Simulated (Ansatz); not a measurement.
# CdInI3 (model cell, started as cubic perovskite with Cd in the octahedra): a soft mode frozen in, part 2 of 2

Wanted: the energy along a soft mode of CdInI3 (model cell, started as cubic perovskite with Cd in the octahedra) and the structure at the end.

Ansatz 0.2.0; DFT PBEsol, scalar-relativistic, plane waves, PAW; PAW set soft_1.

So far, highest frequency on the path or at a solved wavevector (cm⁻¹): step 2 (response at finite wavevector) 151. Also lowest frequency on the path (cm⁻¹): step 2 -51.0.

The structure was built from a prototype and need not be the compound's stable phase.

## Step 5: Energy along the mode, all amplitudes (two of the runs are shown above)

An imaginary frequency means negative curvature, so the energy should fall and then rise again as anharmonic terms take over.

This step gave:

* depth at the lowest point sampled: 38.16 meV/atom
* largest atomic shift at that point: 0.6 Å

The energy from the parent by largest atomic shift:

```
largest atomic shift (Å)  energy from the parent (meV/atom)
                   0.000                                  0
                   0.040                             -0.256
                   0.080                              -1.02
                   0.140                              -3.08
                   0.220                              -7.41
                   0.320                              -14.9
                   0.450                              -26.4
                   0.600                              -38.2
```

Displacement at unit largest shift by atom:

```
atom   x (Å)   y (Å)   z (Å)   size
 In1   0.577  -0.577  -0.577  0.999
 Cd2   0.043  -0.043  -0.043  0.074
  I3  -0.258   0.258   0.045  0.368
  I4  -0.258   0.045   0.258  0.368
  I5  -0.045   0.258   0.258  0.368
```

The lowest of the steps tried is the last one, at 0.6 Å, 38.2 meV/atom below the parent; the bottom of the well need not coincide with a step.

## Step 6: Relaxing from the distorted cell

Starting from the lowest point found, all atoms and the cell are let go, so that strain and other modes of the same symmetry can join in.

The input, input.yaml:

```yaml
crystal:
  lattice:
    - [5.777575321, 0.0, 0.0]
    - [0.0, 5.777575321, 0.0]
    - [0.0, 0.0, 5.777575321]
  atoms:
    - { symbol: In, position: [0.0599577058, -0.0599577058, -0.0599577058] }
    - { symbol: Cd, position: [0.5044193803, 0.4955806197, 0.4955806197] }
    - { symbol: I, position: [0.4732377032, 0.5267622968, 0.0046374562] }
    - { symbol: I, position: [0.4732377032, 0.0046374562, 0.5267622968] }
    - { symbol: I, position: [-0.0046374562, 0.5267622968, 0.5267622968] }
kpoints:
  mp_grid: { grid: [6, 6, 6] }
hamiltonian:
  xc: pbesol
  pseudopotentials: { kind: paw, azcp: { folder: soft_1 }, xc_functional: pbe }
scf:
  occupations: { method: methfessel_paxton, width: 0.2 }
output:
  forces: true
  stress: true
  eigenvalues: true
relax:
  adjacent_minimum: "off"
  f_tol: 0.002
  max_steps: 120
  cell: { stress_tol: 0.03 }
```

Started as:

```
> ansatz run input.yaml --threads 4 --pin off --max-ram 16384MiB --backend cpu --events-out ev --progress --plain --runs-dir out
```

Numbers of over 12 decimals in the logs are rounded to 6 here.

Output:

```text
[...]
Crystal: 5 atoms, lattice volume = 192.858 Å³
Basis set: ecut = 420 eV, 3791 PW (Γ), exchange–correlation on 80×80×80 points (8 copies of the dense FFT grid, shifted against one another)
Bands: 51, of which v1, the nominal top of the filled ones, is band 42 counted from 1 (41 counted from 0)
Symmetry: 6 space group operations
[...]
k-points: 32 of 216 (time reversal used)
[...]
SCF iter   1: F=—  HF=-36010.890556 eV  |F-HF|=—  |Δ(HF+E_count)|=         —  Δρ=4.58e-2  dr2=6.01e0  ethr=3.10e-3  ⟨swp⟩=10.0  Hψ=7330  notcnv=0
[...]
SCF iter  11: F=-36008.670092 eV  HF=-36008.670091 eV  |F-HF|=1.44e-8  |Δ(HF+E_count)|=   6.32e-8  S|Δr|=    0.00e0  Δρ=4.62e-6  dr2=8.70e-8  ethr=1.19e-10  ⟨swp⟩=13.2  Hψ=9092  notcnv=0
SCF 1 converged in 11 iterations: F = -36008.670092 eV  dr2 = 8.70e-8
[...]
relax step   1: F+E_penalty+E_count = -36008.67009151 eV  Δ(F+E_penalty+E_count) = +0.000e0 eV  max|allowed force component| = 1.168e-1 eV/Å  Δτ_max = 0.0000 Å  P = +0.542 GPa  Ω = 192.858 Å³  (11 SCF iters, dr2 threshold 1.00e-7 eV, accepted)
Crystal: 5 atoms, lattice volume = 197.965 Å³
Basis set: ecut = 420 eV, 3881 PW (Γ), exchange–correlation on 80×80×80 points (8 copies of the dense FFT grid, shifted against one another)
[...]
SCF iter   8: F=-36008.700178 eV  HF=-36008.700178 eV  |F-HF|=6.53e-8  |Δ(HF+E_count)|=   8.03e-7  S|Δr|=    0.00e0  Δρ=5.22e-6  dr2=1.04e-7  ethr=5.95e-10  ⟨swp⟩=9.7  Hψ=7216  notcnv=0
SCF 2 converged in 8 iterations: F = -36008.700178 eV  dr2 = 1.04e-7
relax step   2: F+E_penalty+E_count = -36008.70017790 eV  Δ(F+E_penalty+E_count) = -3.009e-2 eV  max|allowed force component| = 8.913e-2 eV/Å  Δτ_max = 0.0961 Å  P = +0.066 GPa  Ω = 197.965 Å³  energy of the carried Pulay correction = -5.384e-4 eV  (8 SCF iters, dr2 threshold 5.00e-7 eV, accepted)
Crystal: 5 atoms, lattice volume = 201.194 Å³
Basis set: ecut = 420 eV, 3923 PW (Γ), exchange–correlation on 80×80×80 points (8 copies of the dense FFT grid, shifted against one another)
[...]
SCF iter   7: F=-36008.710270 eV  HF=-36008.710270 eV  |F-HF|=1.70e-7  |Δ(HF+E_count)|=   2.87e-6  S|Δr|=    0.00e0  Δρ=1.58e-5  dr2=4.59e-7  ethr=5.91e-10  ⟨swp⟩=11.0  Hψ=9169  notcnv=0
SCF 3 converged in 7 iterations: F = -36008.710270 eV  dr2 = 4.59e-7
relax step   3: F+E_penalty+E_count = -36008.71026990 eV  Δ(F+E_penalty+E_count) = -1.009e-2 eV  max|allowed force component| = 5.894e-2 eV/Å  Δτ_max = 0.1799 Å  P = +0.154 GPa  Ω = 201.194 Å³  energy of the carried Pulay correction = -8.670e-4 eV  (7 SCF iters, dr2 threshold 4.96e-7 eV, accepted)
[...]
relax step   4: F+E_penalty+E_count = -36008.71479231 eV  Δ(F+E_penalty+E_count) = -4.522e-3 eV  max|allowed force component| = 1.669e-2 eV/Å  Δτ_max = 0.0620 Å  P = -0.018 GPa  Ω = 201.771 Å³  energy of the carried Pulay correction = -9.249e-4 eV  (7 SCF iters, dr2 threshold 2.17e-7 eV, accepted)
[...]
relax step   5: F+E_penalty+E_count = -36008.71529454 eV  Δ(F+E_penalty+E_count) = -5.022e-4 eV  max|allowed force component| = 3.533e-3 eV/Å  Δτ_max = 0.0136 Å  P = +0.007 GPa  Ω = 201.199 Å³  energy of the carried Pulay correction = -8.676e-4 eV  (6 SCF iters, dr2 threshold 1.74e-8 eV, accepted)
[...]
relax step   6: F+E_penalty+E_count = -36008.71530651 eV  Δ(F+E_penalty+E_count) = -1.197e-5 eV  max|allowed force component| = 9.127e-4 eV/Å  Δτ_max = 0.0071 Å  P = -0.009 GPa  Ω = 201.298 Å³  energy of the carried Pulay correction = -8.775e-4 eV  (7 SCF iters, dr2 threshold 7.80e-10 eV, accepted)
[...]
SCF iter   8: F=-36008.716063 eV  HF=-36008.716063 eV  |F-HF|=1.46e-11  |Δ(HF+E_count)|=  5.82e-11  S|Δr|=    0.00e0  Δρ=2.79e-8  dr2=2.83e-12  ethr=1.00e-12  ⟨swp⟩=9.8  Hψ=8309  notcnv=0
SCF 7 converged in 8 iterations: F = -36008.716063 eV  dr2 = 2.83e-12
relax step   7: F+E_penalty+E_count = -36008.71606315 eV  Δ(F+E_penalty+E_count) = -7.566e-4 eV  max|allowed force component| = 8.899e-4 eV/Å  Δτ_max = 0.0000 Å  P = -0.012 GPa  Ω = 201.298 Å³  stress off target by 1.78e-2 GPa  SCF on the basis re-selected at this cell (its energy is not comparable with the rows above)  (8 SCF iters)
basis re-selected at this cell: Δ(F+E_penalty+E_count) = -7.566e-4 eV, ΔP = -0.003 GPa vs the last step (what re-selecting the basis moved, of the pressure what is left beyond the Pulay correction that the steps carried, after the strain that the cell walked since its last selection, with what the two solves' SCF thresholds leave and, on support functions, any second-order correction that the steps lacked; it is no m [...]
SCF converged after 8 iterations
[...]
Free energy (F): -36008.716063 eV
[...]
Internal energy: -36008.736727 eV  (E = F + TS)
E sigma→0 (E₀):  -36008.721229 eV
Entropy (-TS):   0.020663 eV (4.133 meV/atom)
Fermi energy:    4.754203 eV
[...]
--- Forces (eV/Å), atoms counted from 1 ---
  atom   1  In     0.00029296    -0.00029296    -0.00029296
  atom   2  Cd    -0.00049342     0.00049342     0.00049342
  atom   3  I     -0.00034499     0.00034499    -0.00088981
  atom   4  I     -0.00034499    -0.00088981     0.00034499
  atom   5  I      0.00088981     0.00034499     0.00034499
  max |Σ_I F_I| component: 6.20e-7 eV/Å
--- Stress (GPa, compression-positive) ---
       -0.011823       0.002967       0.002967
        0.002967      -0.011823      -0.002967
        0.002967      -0.002967      -0.011823
  P = ⅓ Tr σ = -0.0118 GPa (-0.118 kbar)
--- Band table (eV; the first three rows and the last of 32) ---
  k-point 0: bands = [... 38 lower, 4.0885, 4.1659, 4.1659, 4.3211, 4.4636, 8.5655, 8.5655, 8.8792, ... 5 higher]
  k-point 1: bands = [... 38 lower, 3.7610, 4.0019, 4.1417, 4.3371, 5.3841, 8.4004, 8.6793, 8.9419, ... 5 higher]
  k-point 2: bands = [... 38 lower, 3.7667, 3.7868, 4.1478, 4.4779, 6.6296, 8.0827, 8.8459, 9.0299, ... 5 higher]
  k-point 31: bands = [... 38 lower, 4.5141, 4.6311, 4.6311, 4.7974, 8.4514, 8.8527, 8.8527, 9.6240, ... 5 higher]
--- Relaxed structure (6 steps of the walk, 6 accepted, 1 SCFs on fresh bases) ---
  F+E_penalty+E_count = -36008.71606315 eV   max|allowed force component| = 8.899e-4 eV/Å   (the final SCF, on the basis selected at the relaxed cell)
  cell:  # Å, volume = 201.2983 Å³
    - [5.861790, -0.081686, -0.081686]
    - [-0.081686, 5.861790, 0.081686]
    - [-0.081686, 0.081686, 5.861790]
  atoms:
    - { symbol: In, position: [0.086923, -0.086923, -0.086923] }
    - { symbol: Cd, position: [0.490262, 0.509738, 0.509738] }
    - { symbol: I, position: [0.472425, 0.527575, 0.015819] }
    - { symbol: I, position: [0.472425, 0.015819, 0.527575] }
    - { symbol: I, position: [-0.015819, 0.527575, 0.527575] }
```

Wall time 67 s (4 threads of Arm Neoverse V1, shared host); peak memory 0.68 GiB.

Relaxation path:

```
step  energy less that of the first step (eV)  largest force component (eV/Å)  pressure (GPa)  volume (Å³)
   1                                   0.0000                          0.1168            0.54       192.86
   2                                  -0.0301                          0.0891            0.07       197.96
   3                                  -0.0402                          0.0589            0.15       201.19
   4                                  -0.0447                          0.0167           -0.02       201.77
   5                                  -0.0452                          0.0035            0.01       201.20
   6                                  -0.0452                          0.0009           -0.01       201.30
  7*                                  -0.0460                          0.0009           -0.01       201.30
```

Relaxation steps marked * repeat the geometry before them on a plane-wave basis chosen anew for their cell, so energy and pressure can jump there.

The run keeps the 6 symmetry operations that it works with, so distortions that break them were not tested.

```
conventional cell, symmetrised  before   after  change
                         a (Å)   8.171   8.174  +0.0 %
                         b (Å)   8.171   8.174  +0.0 %
                         c (Å)  10.007  10.436  +4.3 %
              volume (Å³/atom)   38.57   40.26  +4.4 %
```

The atoms that moved most (Å, as changes of fractional coordinates times the final cell):

```
atom      dx      dy      dz  length
 In1   0.162  -0.162  -0.162   0.281
 Cd2  -0.085   0.085   0.085   0.148
  I3  -0.006   0.006   0.066   0.066
  I4  -0.006   0.066   0.006   0.066
  I5  -0.066   0.006   0.006   0.066
```

The relaxed structure:

```cif
data_structure
_symmetry_space_group_name_H-M 'P 1'
_symmetry_Int_Tables_number 1
_cell_length_a 5.8629
_cell_length_b 5.8629
_cell_length_c 5.8629
_cell_angle_alpha 88.392
_cell_angle_beta 91.608
_cell_angle_gamma 91.608
_cell_volume 201.30
loop_
_atom_site_label
_atom_site_type_symbol
_atom_site_fract_x
_atom_site_fract_y
_atom_site_fract_z
_atom_site_occupancy
In1 In 0.08692 0.91308 0.91308 1
Cd2 Cd 0.49026 0.50974 0.50974 1
I3 I 0.47242 0.52758 0.01582 1
I4 I 0.47242 0.01582 0.52758 1
I5 I 0.98418 0.52758 0.52758 1
```

This step gave:

| Property | Result |
| --- | --- |
| pressure | -0.01182 GPa |
| volume per atom | 40.26 Å³ |

The distorted start has space group R3m; the relaxation ends in R3m.

## Step 7: The new phase in its own primitive cell

The relaxed structure is symmetrised, reduced to its primitive cell and relaxed tightly, as its phonons need.

input.yaml, the sections that differ from step 6:

```yaml
crystal:
  lattice:
    - [4.0871513795, 2.3597179491, 3.4786286183]
    - [-4.0871513795, 2.3597179491, 3.4786286183]
    - [0.0, -4.7194358983, 3.4786286183]
  atoms:
    - { symbol: In, position: [0.0869226336, 0.0869226336, 0.0869226336] }
    - { symbol: Cd, position: [0.4902615313, 0.4902615313, 0.4902615313] }
    - { symbol: I, position: [0.472424769, 0.9841813334, 0.472424769] }
    - { symbol: I, position: [0.9841813334, 0.472424769, 0.472424769] }
    - { symbol: I, position: [0.472424769, 0.472424769, 0.9841813334] }
relax:
  adjacent_minimum: "off"
  f_tol: 0.001
  max_steps: 60
  cell: { stress_tol: 0.01 }
# kpoints, hamiltonian, scf, output: as in step 6
```

Output:

```text
[...]
Crystal: 5 atoms, lattice volume = 201.298 Å³
Basis set: ecut = 420 eV, 3923 PW (Γ), exchange–correlation on 80×80×80 points (8 copies of the dense FFT grid, shifted against one another)
Bands: 51, of which v1, the nominal top of the filled ones, is band 42 counted from 1 (41 counted from 0)
Symmetry: 6 space group operations
[...]
k-points: 32 of 216 (time reversal used)
[...]
cell:  # Å, volume = 201.2012 Å³
    - [4.086837, 2.359536, 3.477485]
    - [-4.086837, 2.359536, 3.477485]
    - [0, -4.719073, 3.477485]
  atoms:
    - { symbol: In, position: [0.086840, 0.086840, 0.086840] }
    - { symbol: Cd, position: [0.490301, 0.490301, 0.490301] }
    - { symbol: I, position: [0.472416, 0.984242, 0.472416] }
    - { symbol: I, position: [0.984242, 0.472416, 0.472416] }
    - { symbol: I, position: [0.472416, 0.472416, 0.984242] }
[key lines of the parts left out:]
SCF converged after 8 iterations
Free energy (F): -36008.716071 eV
Fermi energy:    4.759703 eV
P = ⅓ Tr σ = -0.0017 GPa (-0.017 kbar)
```

The job ended after 32 s (4 threads; peak memory 0.66 GiB).

Little changed from the start: no atom moved by 0.005 Å and no cell edge by 0.1 %.

This step gave:

* pressure: -0.001723 GPa
* volume per atom: 40.24 Å³

The largest force component left is 0.22 meV/Å and the pressure is -0.002 GPa, within the tolerances set. The cell now holds 40.24 Å³/atom.

## Step 8: Modes of the new phase

A relaxed structure may still be a saddle point, so its zone-centre modes are computed. No field response is asked, since the mesh shows no gap.

input.yaml, the sections that differ from step 7:

```yaml
crystal:
  lattice:
    - [4.0868367014, 2.3595362697, 3.4774852156]
    - [-4.0868367014, 2.3595362697, 3.4774852156]
    - [0.0, -4.7190725394, 3.4774852155]
  atoms:
    - { symbol: In, position: [0.0868398029, 0.0868398029, 0.0868398029] }
    - { symbol: Cd, position: [0.4903012192, 0.4903012192, 0.4903012192] }
    - { symbol: I, position: [0.4724157714, 0.9842424714, 0.4724157714] }
    - { symbol: I, position: [0.9842424714, 0.4724157714, 0.4724157714] }
    - { symbol: I, position: [0.4724157714, 0.4724157714, 0.9842424714] }
output:
  eigenvalues: true
phonons:
  method: dfpt
# kpoints, hamiltonian, scf: as in step 7
# relax: removed
```

Output:

```text
[...]
Crystal: 5 atoms, lattice volume = 201.201 Å³
Basis set: ecut = 420 eV, 3923 PW (Γ), exchange–correlation on 80×80×80 points (8 copies of the dense FFT grid, shifted against one another)
Bands: 51, of which v1, the nominal top of the filled ones, is band 42 counted from 1 (41 counted from 0)
Symmetry: 6 space group operations
k-points: 112 of 216 (irreducible under 1 space group operation, time reversal used)
[...]
SCF iter   1: F=—  HF=-36011.087893 eV  |F-HF|=—  |Δ(HF+E_count)|=         —  Δρ=4.56e-2  dr2=6.52e0  ethr=3.10e-3  ⟨swp⟩=9.6  Hψ=25255  notcnv=0
[...]
SCF iter  17: F=-36008.716071 eV  HF=-36008.716071 eV  |F-HF|=2.91e-11  |Δ(HF+E_count)|=  4.37e-11  S|Δr|=    0.00e0  Δρ=4.86e-8  dr2=9.73e-12  ethr=1.00e-12  ⟨swp⟩=16.5  Hψ=33363  notcnv=0
SCF 1 converged in 17 iterations: F = -36008.716071 eV  dr2 = 9.73e-12
[...]
DFPT response loops at Γ: preconditioner auto → none (partly filled bands, converged f_vac=0.161); β = 0.50; Broyden in place of MSR1
SCF converged after 17 iterations
[...]
Free energy (F): -36008.716071 eV
[...]
Internal energy: -36008.736733 eV  (E = F + TS)
E sigma→0 (E₀):  -36008.721236 eV
Entropy (-TS):   0.020662 eV (4.132 meV/atom)
Fermi energy:    4.759702 eV
[...]
--- Band table (eV; the first three rows and the last of 112) ---
  k-point 0: bands = [... 38 lower, 4.0929, 4.1710, 4.1710, 4.3264, 4.4705, 8.5714, 8.5714, 8.8857, ... 5 higher]
  k-point 1: bands = [... 38 lower, 3.7662, 4.0065, 4.1466, 4.3427, 5.3908, 8.4061, 8.6851, 8.9482, ... 5 higher]
  k-point 2: bands = [... 38 lower, 3.7713, 3.7921, 4.1525, 4.4833, 6.6368, 8.0879, 8.8513, 9.0356, ... 5 higher]
  k-point 111: bands = [... 38 lower, 4.5205, 4.6367, 4.6367, 4.8031, 8.4573, 8.8592, 8.8592, 9.6297, ... 5 higher]
--- Phonons (Γ-DFPT): 6 representative perturbations + reference, on 112 of 216 k-points (Σ response iterations 18) ---
  k mesh reduced under 1 symmetry operation, with k and −k counted as one. Each operation leaves every solved perturbation unchanged. A smaller set is not used because it would not reduce the number of displacements times k-points to solve
  ASR residual: 1.580e-4 → 0.000e0 eV/Å²; symmetrization residual: 5.812e-5 eV/Å²
  ASR residual per site (eV/Å²): 1.58e-4 1.10e-4 8.19e-5 8.19e-5 8.19e-5
[...]
non-analytic LO–TO correction: not included (Born effective charges unavailable; polar crystals: no LO–TO splitting at Γ)
```

Run time: 3.7 min. Hardware: 4 threads; peak memory 3.1 GiB.

Numbers from this step:

* sum-rule residual before enforcement: 1.58e-4 eV/Å²
* point group: 3m
* highest optical mode at the zone centre (no LO-TO term): 128.6 cm⁻¹
* lowest optical zone-centre mode: 6.46 cm⁻¹

Patterns of degenerate modes are one choice out of their space. The modes at Γ (shares of kinetic energy by element, %):

```
mode  frequency (cm⁻¹)  symmetry  In %  Cd %  I %
   1               0.0  acoustic    19    18   63
   2               0.0  acoustic    19    18   63
   3               0.0  acoustic    19    18   63
   4               6.5        A2     0     0  100
   5              11.4         E     1    40   59
   6              11.4         E     1    40   59
   7              15.3         E    54    11   36
   8              15.3         E    54    11   36
   9              26.9        A1    21    48   31
  10              63.4         E    26     0   74
  11              63.4         E    26     0   74
  12              65.5        A1    60     4   36
  13             120.7         E     0    31   69
  14             120.7         E     0    31   69
  15             128.6        A1     0    29   71
```

Displacements in mode 7 (15.3 cm⁻¹), the largest set to 1:
```
In1  0.11  1.00  0.00
Cd2 -0.05 -0.45  0.00
I3  -0.18 -0.29 -0.21
I4   0.17 -0.25 -0.31
I5  -0.04  0.03  0.52
```

Displacements in mode 15 (128.6 cm⁻¹), the largest set to 1:
```
In1  0.00  0.00 -0.10
Cd2  0.00  0.00  1.00
I3   0.70 -0.40 -0.27
I4  -0.70 -0.40 -0.27
I5   0.00  0.81 -0.27
```

Before it was imposed, the acoustic sum rule was missed by 1.6e-4 eV/Å². Small misses are needed for a sound result but don't prove that mesh and cutoff are converged. The lowest optical mode is real, 6.5 cm⁻¹.

## Step 9: Outcome

| Quantity | Value |
| --- | --- |
| unstable mode of the parent | q = (0, 0, 0), 51i cm⁻¹ |
| depth at the lowest point sampled | 38.2 meV/atom |
| largest atomic shift at that point | 0.6 Å |
| space group reached (within 0.01 Å) | R3m |
| energy gained over the parent (first relaxation, on the mesh of the frozen mode) | 47.6 meV/atom |
| volume per atom, phase reached | 40.2 Å³ |
| lowest optical zone-centre mode, phase reached | 6.5 cm⁻¹ |
| highest optical mode at the zone centre (no LO-TO term), phase reached | 129 cm⁻¹ |

Along this mode the structure falls into R3m, 47.6 meV/atom below the parent. At the parent's cell the well is 38.16 meV/atom deep on the steps tried, with its lowest point at a shift of 0.6 Å. That is the last step tried, so the steps alone don't bracket the bottom of the well. Relaxing atoms and cell changes the gain by +9.47 meV/atom against the lowest step (energies at zero smearing). The new phase has no imaginary mode at the zone centre of its cell; other wavevectors were not checked. Of the 6 patterns followed to their end from this parent, this one ends 20.5 meV/atom above the lowest, P4mm. Another end point lies within 1 meV/atom; how such a difference moves with mesh and cutoff was not tested. Each path keeps the symmetry of its pattern, so a lower phase may lie along a pattern not tried. With no gap, or one that is small against the smearing, the frequencies hang on the k mesh and the smearing, most of all near Kohn anomalies. A semilocal functional can close a gap that the real compound would have, so the metallic treatment may be an artefact of the level. An optical mode within 15 cm⁻¹ of zero is at the mercy of small errors in the force constants, and even its sign is uncertain. Spin-orbit coupling is left out, which can matter for the heavy elements here. The PAW files were made for PBE and serve the other functionals too. The starting cell was built on a prototype and not taken from a measurement, so the phase need not exist.

[Logs are printed without paths, hosts, clocks, repeated set-up lines and the standing remarks that a program may print on its own settings, such as how far it seeks lower states.]

[Hosts, paths, dates, database ids (printed as entryN), source tags and the programs' standing remarks are cut or masked in the printed files.]
